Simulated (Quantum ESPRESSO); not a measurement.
Two runs for the Ge K edge of atom 1 in Ca3GeN (Pm-3m). Run A: Quantum ESPRESSO XSpectra, LDA, excited-electron core hole (neutral cell), 10-atom cell with 6.7 Å between holes, 5×5×5 k points, dipole transitions, Lorentzian half width 0.4 eV. Run B differs in one choice.

Energy from the energy zero of the input (xe0, at the border of filled and empty states); intensity scaled to a mean of 1 over the first 20 eV:

```tsv
E (eV)	A	B
-2.0	0.04	0.04
-1.5	0.05	0.05
-1.0	0.06	0.06
-0.5	0.10	0.07
0.0	0.20	0.09
0.5	0.24	0.13
1.0	0.17	0.21
1.5	0.19	0.42
2.0	0.26	0.66
2.5	0.42	0.77
3.0	0.65	0.86
3.5	0.90	0.84
4.0	0.88	1.27
4.5	1.02	1.77
5.0	1.46	3.10
5.5	1.95	3.20
6.0	3.53	2.09
6.5	3.00	1.32
7.0	1.78	1.23
7.5	1.24	1.53
8.0	1.26	1.82
8.5	1.67	1.32
9.0	1.99	0.91
9.5	1.56	0.72
10.0	0.99	0.68
10.5	0.73	0.93
11.0	0.62	0.84
11.5	0.76	0.57
12.0	0.78	0.46
12.5	0.60	0.42
13.0	0.47	0.42
13.5	0.43	0.31
14.0	0.43	0.39
14.5	0.40	0.61
15.0	0.46	0.73
15.5	0.64	0.86
16.0	0.72	0.85
16.5	0.74	0.89
17.0	0.72	1.01
17.5	0.82	0.88
18.0	1.02	0.93
18.5	1.11	1.22
19.0	1.16	1.05
19.5	1.49	1.13
20.0	1.38	1.51
20.5	1.10	1.69
21.0	1.32	1.48
21.5	1.56	1.48
22.0	1.74	1.51
22.5	1.83	1.41
23.0	1.57	1.00
23.5	1.24	0.67
24.0	0.95	0.74
24.5	0.84	1.07
25.0	0.91	1.31
25.5	1.03	1.05
26.0	1.10	0.88
26.5	0.92	0.57
27.0	0.74	0.46
27.5	0.62	0.52
28.0	0.53	0.51
28.5	0.67	0.50
29.0	0.65	0.53
29.5	0.58	0.65
30.0	0.58	0.58
30.5	0.58	0.53
31.0	0.57	0.53
31.5	0.65	0.71
32.0	0.57	0.72
```

What was changed?
a) the plane-wave cutoff
b) the broadening
c) the size of the supercell
d) the k mesh of the field

(c): run B changes the supercell atoms from 10 to 5. The scaled spectrum changes by 43 % r.m.s. A shift of -1.0 eV leaves 13 %. The highest intensity below 24 eV goes from 6.2 eV (3.72) to 5.2 eV (3.59). Other settings could leave a like mark; this is the one that was changed.

[Banner, clock and machine lines of the logs are left out without a mark of their own.]

[Logs are printed without paths, hosts, clocks, repeated set-up lines and the standing remarks that a program may print on its own settings, such as how far it seeks lower states.]

[Hosts, paths, dates, database ids (printed as entryN), source tags and the programs' standing remarks are cut or masked in the printed files.]

[Lists of maxima count a maximum above −3 eV only where it reaches 4 % of the highest in the window and stands out from its surroundings by 2 % of it (1.5 % where it reaches 55 %); shoulders and weaker maxima are passed over, and of the rest the first, up to two pre-edge ones and the few strongest are named.]
